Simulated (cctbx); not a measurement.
# Occupancies in ScNiRh

Cell a = 6.1970 Å, b = 4.0270 Å, c = 7.1260 Å, α = 90.00°, β = 90.00°, γ = 90.00°; space group Pnma (no. 62); nominal formula ScNiRh.

Simulated single-crystal data (cctbx): Ag Kα, λ = 0.56087 Å, to d = 0.75 Å, 95 % of the full sphere, strongest reflection 20000 counts, noise from counting, a 6 % proportional error and a noise floor of 8 counts (s.d.); no absorption, and some extinction, which the refinements don't model.

With every site full:

```text
Rint 0.050, 253 unique reflections to 0.75 A
cycle     R1     wR2    GooF  max shift (A)
   1  0.0992  0.2231   6.237   0.00034
   2  0.0205  0.0489   1.368   0.00000
final R1 0.0205 wR2 0.0489 GooF 1.368  parameters 18  data/parameter 14.1
atom        x        y        z      Ueq    occ   su(xyz)  su(Uiso or U11)
Rh1    0.21425  0.75000  0.90072   0.0085  1.000  0.00007  0.0003
Ni1    0.33736  0.75000  0.56642   0.0127  1.000  0.00013  0.0004
Sc2    0.49208  0.75000  0.18876   0.0092  1.000  0.00017  0.0004
difference map: max 0.94 min -1.25 rms 0.27
Q1    0.9942  0.2500  0.9996    4    0.95  1.15 A from Ni1
Q2    0.0099  0.2500  0.6560    4    0.91  0.23 A from Sc2
Q3    0.1540  0.7500  0.4086    4    0.84  1.22 A from Sc2
Q4    0.0312  0.6453  0.9307    8    0.74  1.23 A from Rh1
Q5    0.1661  0.6632  0.4984    8    0.64  1.22 A from Ni1
Q6    0.1210  0.7500  0.7586    4    0.56  1.17 A from Rh1
```

With the occupancies of the suspect sites free, each still typed as its main element:

```text
Rint 0.050, 253 unique reflections to 0.75 A
cycle     R1     wR2    GooF  max shift (A)
   1  0.0453  0.1135   3.185   0.00036
   3  0.0158  0.0359   1.007   0.00001
final R1 0.0158 wR2 0.0359 GooF 1.007  parameters 20  data/parameter 12.7
atom        x        y        z      Ueq    occ   su(xyz)  su(Uiso or U11)
Rh1    0.21429  0.75000  0.90071   0.0087  1.000  0.00005  0.0002
Ni1    0.33739  0.75000  0.56637   0.0111  0.963  0.00010  0.0003
Sc2    0.49205  0.75000  0.18879   0.0116  1.054  0.00012  0.0004
su of occupancy Ni1: 0.004
su of occupancy Sc2: 0.007
difference map: max 0.87 min -0.87 rms 0.23
Q1    0.9906  0.2500  0.9940    4    0.90  1.18 A from Ni1
Q2    0.1527  0.7500  0.4034    4    0.87  1.19 A from Sc2
Q3    0.0345  0.6478  0.9365    8    0.72  1.21 A from Rh1
Q4    0.1632  0.6625  0.4992    8    0.63  1.23 A from Ni1
Q5    0.1224  0.7500  0.7606    4    0.57  1.15 A from Rh1
Q6    0.1258  0.1309  0.3118    8    0.55  1.27 A from Rh1
```

**Question.** What is the disorder?

X-rays count electrons. Ni1 refines to 0.963(0.004), or 27.0 electrons; the site truly holds 0.9 Ni and 0.1 Sc, 27.3 electrons, which is 0.975 of Ni; Sc2 refines to 1.054(0.007), or 22.1 electrons; the site truly holds 0.9 Sc and 0.1 Ni, 21.7 electrons, which is 1.033 of Sc. A value under 1 can't tell vacancies from a lighter guest, and one over 1 needs a heavier guest; chemistry or a second radiation must settle which. Occupancy correlates with U and the scale, and the two elements' form factors differ in shape, so the match is approximate.

Freeing them takes R1 from 0.0205 to 0.0158 and GooF from 1.37 to 1.01.

The model was made for the exercise: a known structure type with other elements put in, its volume estimated, not relaxed; displacement parameters are assumed.

[Middle refinement cycles are left out of these outputs.]

[Logs are printed without paths, hosts, clocks, repeated set-up lines and the standing remarks that a program may print on its own settings, such as how far it seeks lower states.]
